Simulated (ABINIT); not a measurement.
# BaLiF3 (Pm-3m): a self-consistent loop beyond G0W0, cycle by cycle, part 3 of 3

Aim: iterate the self-energy on BaLiF3 (Pm-3m) and follow the gap from cycle to cycle.

ABINIT 10.8.3; LDA and many-body steps on it, plane waves. Known limits of the many-body steps: not at the basis limit; no spin-orbit coupling; coarse k mesh.

So far. Step 10 (evGW, cycle 1): Against G0W0 in ABINIT (2×2×2 mesh, 59 bands, screening to 106.1 eV, Godby-Needs plasmon pole), the gap moves by +1.321 eV. Step 13 (evGW, cycle 2): Against the cycle before, the gap moves by +0.115 eV.

**15. Screening, 2×2×2 mesh, 59 bands, screening to 106.1 eV**

This step: RPA screening on LDA from quasiparticle energies, plane waves, norm-conserving pseudopotentials.

Contents of run.abi:

```
acell 3*1.0 Angstrom
rprim 
  3.988581640000 0.000000000000 0.000000000000
  0.000000000000 3.988581640000 0.000000000000
  0.000000000000 0.000000000000 3.988581640000
ntypat 3
znucl 56 3 9
natom 5
typat 1 2 3 3 3
xred 
  0.000000000000 0.000000000000 0.000000000000
  0.500000000000 0.500000000000 0.500000000000
  0.000000000000 0.500000000000 0.500000000000
  0.500000000000 0.500000000000 0.000000000000
  0.500000000000 0.000000000000 0.500000000000
pp_dirpath "pseudos"
pseudos "Ba.upf, Li.upf, F.upf"
ecut 36
ngkpt 2 2 2
nshiftk 1
shiftk 0 0 0
kptopt 1
chksymbreak 0
istwfk *1
occopt 1
irdwfk 1
optdriver 3
nband 59
ecuteps 3.9
inclvkb 2
awtr 1
symchi 1
irdqps 1
gwcalctyp 10
nqptdm 3
qptdm 
  0.5000000000 0.0000000000 0.0000000000
  0.5000000000 0.5000000000 0.0000000000
  0.5000000000 0.5000000000 0.5000000000
indata_prefix "in"
outdata_prefix "out"
tmpdata_prefix "tmp"
```

Contents of mrgscr.stdin:

```
2
merged
q0_SCR
out_SCR
1
```

Launch:

```
$ OMP_NUM_THREADS=1 mpirun -n 4 abinit run.abi > log; mrgscr < mrgscr.stdin
```

Numbers of over 12 decimals in the logs are rounded to 6 here.

The log of the run:

```text
.Version 10.8.3 of ABINIT. v10.8.2 released Aug 2026.

 Symmetries : space group Pm -3 m (#221); Bravais cP (primitive cubic)
[... echo of the input left out ...]
== DATASET  1 ==================================================================
-   mpi_nproc: 4, omp_nthreads: 1 (-1 if OMP is not activated)

--- !DatasetInfo
iteration_state: {dtset: 1, }
dimensions: {natom: 5, nkpt: 4, mband: 59, nsppol: 1, nspinor: 1, nspden: 1, mpw: 4468, }
cutoff_energies: {ecut:  36.0, pawecutdg:  -1.0, }
[...]
q-point number  1        q = ( 0.500000, 0.000000, 0.000000) [r.l.u.]
--------------------------------------------------------------------------------
[... chi0 elements left out ...]
  Average fulfillment of the sum rule on Im[epsilon] for q-point    2 :     57.77  [%]

--------------------------------------------------------------------------------
  q-point number  2        q = ( 0.500000, 0.500000, 0.000000) [r.l.u.]
--------------------------------------------------------------------------------
[... chi0 elements left out ...]
  Average fulfillment of the sum rule on Im[epsilon] for q-point    3 :     53.82  [%]

 [... 1 further q-points ...]
```

Elapsed: 6.6 s, on 4 MPI ranks of Arm Neoverse N1, shared host; peak memory 0.46 GiB.

Numbers from this step:

| Property | Result |
| --- | --- |
| plasma frequency | 27.18 eV |
| plane waves in the screening matrix | 171 |

This screening reads the quasiparticle levels of the cycle before.

**16. evGW, cycle 3**

This step: evGW on LDA, plane waves, norm-conserving pseudopotentials.

run.abi: that of step 15 with these lines changed.

```diff
@@ -26,12 +26,10 @@
 irdwfk 1
-optdriver 3
+optdriver 4
 nband 59
-ecuteps 3.9
-inclvkb 2
-awtr 1
-symchi 1
-irdqps 1
 gwcalctyp 10
-nqptdm 3
-qptdm 
+ecutsigx 36
+symsigma 1
+nkptgw 4
+kptgw 
+  0.0000000000 0.0000000000 0.0000000000
   0.5000000000 0.0000000000 0.0000000000
@@ -39,2 +37,11 @@
   0.5000000000 0.5000000000 0.5000000000
+bdgw 
+  6 26
+  6 26
+  6 26
+  6 26
+ecuteps 3.9
+irdscr 1
+ppmodel 1
+irdqps 1
 indata_prefix "in"
```

Launch:

```
$ OMP_NUM_THREADS=1 mpirun -n 4 abinit run.abi > log
```

The log of the run:

```text
.Version 10.8.3 of ABINIT. v10.8.2 released Aug 2026.

 Symmetries : space group Pm -3 m (#221); Bravais cP (primitive cubic)
[... echo of the input left out ...]
== DATASET  1 ==================================================================
-   mpi_nproc: 4, omp_nthreads: 1 (-1 if OMP is not activated)

--- !DatasetInfo
iteration_state: {dtset: 1, }
dimensions: {natom: 5, nkpt: 4, mband: 59, nsppol: 1, nspinor: 1, nspden: 1, mpw: 4468, }
cutoff_energies: {ecut:  36.0, pawecutdg:  -1.0, }
[...]
.  kptgw no:  2; Maximum DeltaE = (   0.006   0.000) for band index:  4
.  kptgw no:  3; Maximum DeltaE = (   0.005   0.000) for band index:  5
.  kptgw no:  4; Maximum DeltaE = (   0.005  -0.000) for band index:  4

== END DATASET(S) ==============================================================
================================================================================

 -outvars: echo values of variables after computation  --------
           etotal      0.0000000000E+00
            nband          59
             nkpt           4
          spgroup         221
 [... the other variables as echoed above ...]

 Calculation completed.
```

The job ended after 31 s (4 MPI ranks; peak memory 1.1 GiB).

This step gave:

| Quantity | Value |
| --- | --- |
| quasiparticle gap on the mesh | 11.46 eV |
| gap of the density functional on the mesh | 6.550 eV |
| k of the valence top | 0, 0, 0 |
| k of the conduction bottom | 0, 0, 0 |
| least direct quasiparticle gap on the computed points | 11.46 eV |

Against the cycle before, the gap moves by +0.015 eV.

**17. Screening, 2×2×2 mesh, 59 bands, screening to 106.1 eV**

This step: RPA screening on LDA, plane waves, norm-conserving pseudopotentials.

run.abi: that of step 16 with these lines changed.

```diff
@@ -26,22 +26,13 @@
 irdwfk 1
-optdriver 4
+optdriver 3
 nband 59
+ecuteps 3.9
+inclvkb 2
+awtr 1
+symchi 1
 gwcalctyp 10
-ecutsigx 36
-symsigma 1
-nkptgw 4
-kptgw 
-  0.0000000000 0.0000000000 0.0000000000
-  0.5000000000 0.0000000000 0.0000000000
-  0.5000000000 0.5000000000 0.0000000000
-  0.5000000000 0.5000000000 0.5000000000
-bdgw 
-  6 26
-  6 26
-  6 26
-  6 26
-ecuteps 3.9
-irdscr 1
-ppmodel 1
-irdqps 1
+mbpt_sciss 5.119 eV
+nqptdm 1
+qptdm 
+  0 0 0
 indata_prefix "in"
```

The log of the run:

```text
.Version 10.8.3 of ABINIT. v10.8.2 released Aug 2026.

 Symmetries : space group Pm -3 m (#221); Bravais cP (primitive cubic)
[... echo of the input left out ...]
== DATASET  1 ==================================================================
-   mpi_nproc: 4, omp_nthreads: 1 (-1 if OMP is not activated)

--- !DatasetInfo
iteration_state: {dtset: 1, }
dimensions: {natom: 5, nkpt: 4, mband: 59, nsppol: 1, nspinor: 1, nspden: 1, mpw: 4468, }
cutoff_energies: {ecut:  36.0, pawecutdg:  -1.0, }
[...]
[... chi0 elements left out ...]
 For q-point:  0.000010 0.000020 0.000030
  dielectric constant =   2.2147
  dielectric constant without local fields =   2.3494

  Average fulfillment of the sum rule on Im[epsilon] for q-point    1 :     46.84  [%]
[... wings left out ...]
== END DATASET(S) ==============================================================
================================================================================

 -outvars: echo values of variables after computation  --------
           etotal      0.0000000000E+00
            nband          59
             nkpt           4
          spgroup         221
 [... the other variables as echoed above ...]

 Calculation completed.
```

Elapsed: 8 s, on 4 MPI ranks; peak memory 0.51 GiB; 32 s of CPU time.

This step gave:

```yaml
eps_infinity_with_local_fields_on_this_mesh_along_the_program_s_q_direction: 2.215
the_same_without_local_fields: 2.349
plasma_frequency: 27.18 eV
plane_waves_in_the_screening_matrix: 171
```

This screening uses the functional's bands under a rigid shift, the mean opening of the cycle before.

**18. Screening, 2×2×2 mesh, 59 bands, screening to 106.1 eV**

This step: RPA screening on LDA from quasiparticle energies, plane waves, norm-conserving pseudopotentials.

run.abi: that of step 17 with these lines changed.

```diff
@@ -32,7 +32,9 @@
 symchi 1
+irdqps 1
 gwcalctyp 10
-mbpt_sciss 5.119 eV
-nqptdm 1
+nqptdm 3
 qptdm 
-  0 0 0
+  0.5000000000 0.0000000000 0.0000000000
+  0.5000000000 0.5000000000 0.0000000000
+  0.5000000000 0.5000000000 0.5000000000
 indata_prefix "in"
```

mrgscr.stdin is that of step 15.

Launch:

```
$ OMP_NUM_THREADS=1 mpirun -n 4 abinit run.abi > log; mrgscr < mrgscr.stdin
```

The log of the run:

```text
.Version 10.8.3 of ABINIT. v10.8.2 released Aug 2026.

 Symmetries : space group Pm -3 m (#221); Bravais cP (primitive cubic)
[... echo of the input left out ...]
== DATASET  1 ==================================================================
-   mpi_nproc: 4, omp_nthreads: 1 (-1 if OMP is not activated)

--- !DatasetInfo
iteration_state: {dtset: 1, }
dimensions: {natom: 5, nkpt: 4, mband: 59, nsppol: 1, nspinor: 1, nspden: 1, mpw: 4468, }
cutoff_energies: {ecut:  36.0, pawecutdg:  -1.0, }
[...]
q-point number  1        q = ( 0.500000, 0.000000, 0.000000) [r.l.u.]
--------------------------------------------------------------------------------
[... chi0 elements left out ...]
  Average fulfillment of the sum rule on Im[epsilon] for q-point    2 :     57.79  [%]

--------------------------------------------------------------------------------
  q-point number  2        q = ( 0.500000, 0.500000, 0.000000) [r.l.u.]
--------------------------------------------------------------------------------
[... chi0 elements left out ...]
  Average fulfillment of the sum rule on Im[epsilon] for q-point    3 :     53.84  [%]

 [... 1 further q-points ...]
```

The job ended after 6.6 s (4 MPI ranks; peak memory 0.46 GiB; 26 s of CPU time).

Numbers from this step:

- plasma frequency: 27.18 eV
- plane waves in the screening matrix: 171

This screening reads the quasiparticle levels of the cycle before.

**19. evGW, cycle 4**

This step: evGW on LDA, plane waves, norm-conserving pseudopotentials.

run.abi: that of step 18 with these lines changed.

```diff
@@ -26,12 +26,10 @@
 irdwfk 1
-optdriver 3
+optdriver 4
 nband 59
-ecuteps 3.9
-inclvkb 2
-awtr 1
-symchi 1
-irdqps 1
 gwcalctyp 10
-nqptdm 3
-qptdm 
+ecutsigx 36
+symsigma 1
+nkptgw 4
+kptgw 
+  0.0000000000 0.0000000000 0.0000000000
   0.5000000000 0.0000000000 0.0000000000
@@ -39,2 +37,11 @@
   0.5000000000 0.5000000000 0.5000000000
+bdgw 
+  6 26
+  6 26
+  6 26
+  6 26
+ecuteps 3.9
+irdscr 1
+ppmodel 1
+irdqps 1
 indata_prefix "in"
```

Launch:

```
$ OMP_NUM_THREADS=1 mpirun -n 4 abinit run.abi > log
```

The log of the run:

```text
.Version 10.8.3 of ABINIT. v10.8.2 released Aug 2026.

 Symmetries : space group Pm -3 m (#221); Bravais cP (primitive cubic)
[... echo of the input left out ...]
== DATASET  1 ==================================================================
-   mpi_nproc: 4, omp_nthreads: 1 (-1 if OMP is not activated)

--- !DatasetInfo
iteration_state: {dtset: 1, }
dimensions: {natom: 5, nkpt: 4, mband: 59, nsppol: 1, nspinor: 1, nspden: 1, mpw: 4468, }
cutoff_energies: {ecut:  36.0, pawecutdg:  -1.0, }
[...]
.  kptgw no:  2; Maximum DeltaE = (  -0.001  -0.000) for band index:  8
.  kptgw no:  3; Maximum DeltaE = (  -0.001   0.000) for band index:  6
.  kptgw no:  4; Maximum DeltaE = (   0.001  -0.000) for band index:  4

== END DATASET(S) ==============================================================
================================================================================

 -outvars: echo values of variables after computation  --------
           etotal      0.0000000000E+00
            nband          59
             nkpt           4
          spgroup         221
 [... the other variables as echoed above ...]

 Calculation completed.
```

It took 31 s on 4 MPI ranks; peak memory 1.1 GiB.

Numbers from this step:

- quasiparticle gap on the mesh: 11.46 eV
- gap of the density functional on the mesh: 6.550 eV
- k of the valence top: 0, 0, 0
- k of the conduction bottom: 0, 0, 0
- least direct quasiparticle gap on the computed points: 11.46 eV

Against the cycle before, the gap moves by +0.001 eV.

**20. Side by side**

Times are wall times on 4 MPI ranks of Arm Neoverse N1, shared host, good to a factor of about two. A run's time includes the screening step that it read.

```
           run   mesh  bands  screening cutoff (eV)  DFT gap (eV)  gap on the mesh (eV)  direct (eV)  ε∞ used  time
          G0W0  2×2×2     59                  106.1         6.550                10.007       10.007     2.68  16 s
evGW0, cycle 1  2×2×2     59                  106.1         6.550                10.638       10.638     2.68  41 s
evGW0, cycle 2  2×2×2     59                  106.1         6.550                10.513       10.513     2.68  41 s
evGW0, cycle 3  2×2×2     59                  106.1         6.550                10.512       10.512     2.68  41 s
 evGW, cycle 1  2×2×2     59                  106.1         6.550                11.328       11.328     2.28  45 s
 evGW, cycle 2  2×2×2     59                  106.1         6.550                11.443       11.443     2.22  45 s
 evGW, cycle 3  2×2×2     59                  106.1         6.550                11.458       11.458     2.22  45 s
 evGW, cycle 4  2×2×2     59                  106.1         6.550                11.459       11.459     2.21  45 s
```

**21. Summary of results**

| Item | Value |
| --- | --- |
| G0W0 | 10.007 eV |
| evGW0, cycle 1 | 10.638 eV |
| evGW0, cycle 2 | 10.513 eV |
| evGW0, cycle 3 | 10.512 eV |
| evGW, cycle 1 | 11.328 eV |
| evGW, cycle 2 | 11.443 eV |
| evGW, cycle 3 | 11.458 eV |
| evGW, cycle 4 | 11.459 eV |
| known limits | not at the basis limit; no spin-orbit coupling; coarse k mesh |

**Reading.** Only the bands that the input lists are updated; the others, empty or deep, keep the functional's energies or take a rigid shift. The evGW loop starts from the last levels of evGW0, so its cycles and time come on top of those. evGW0 ends at 10.51 eV, +0.51 eV from G0W0, after 3 cycles that took 91 s beside the first screening; the last moved the gap by 0.001 eV. evGW ends at 11.46 eV, +1.45 eV from G0W0, after 4 cycles that took 3 min beside the first screening; the last moved the gap by 0.001 eV. The first cycle of evGW0 takes the full correction, without the factor Z, so it overshoots the one-shot value. Bands and cutoff are finite, so the gap is not at the basis limit. The miss can reach some tenths of an eV and take either sign; the mesh is an error of its own. The 2×2×2 mesh is coarse for this cell, which bears on the long-range parts of exchange and screening. This is the ideal cubic cell; many perovskites, halides above all, are cubic only on average, and local tilts or off-centring can widen the gap. In the updated screening the q = 0 part is built from Kohn-Sham bands under a rigid shift, the other q from the quasiparticle levels. The many-body steps are scalar-relativistic: spin-orbit coupling is not in them.

[Paths, hosts, dates, memory and timing lines, banners, echoed tables and standing remarks are left out of the program output.]

[Logs are printed without paths, hosts, clocks, repeated set-up lines and the standing remarks that a program may print on its own settings, such as how far it seeks lower states.]

[Runs of the session that timed out or met a known fault of the program may be left out.]

[Hosts, paths, dates, database ids (printed as entryN), source tags and the programs' standing remarks are cut or masked in the printed files.]

[G0W0 gaps are taken among the corrected bands and points alone; a level outside them can change the order at an edge.]

[Where Ansatz stands beside ABINIT at settings called matched, ABINIT's density can come from a denser mesh and the files from another edition; pairs whose starting gaps differed by over 0.03 eV were left out, so agreement reads better than it is.]
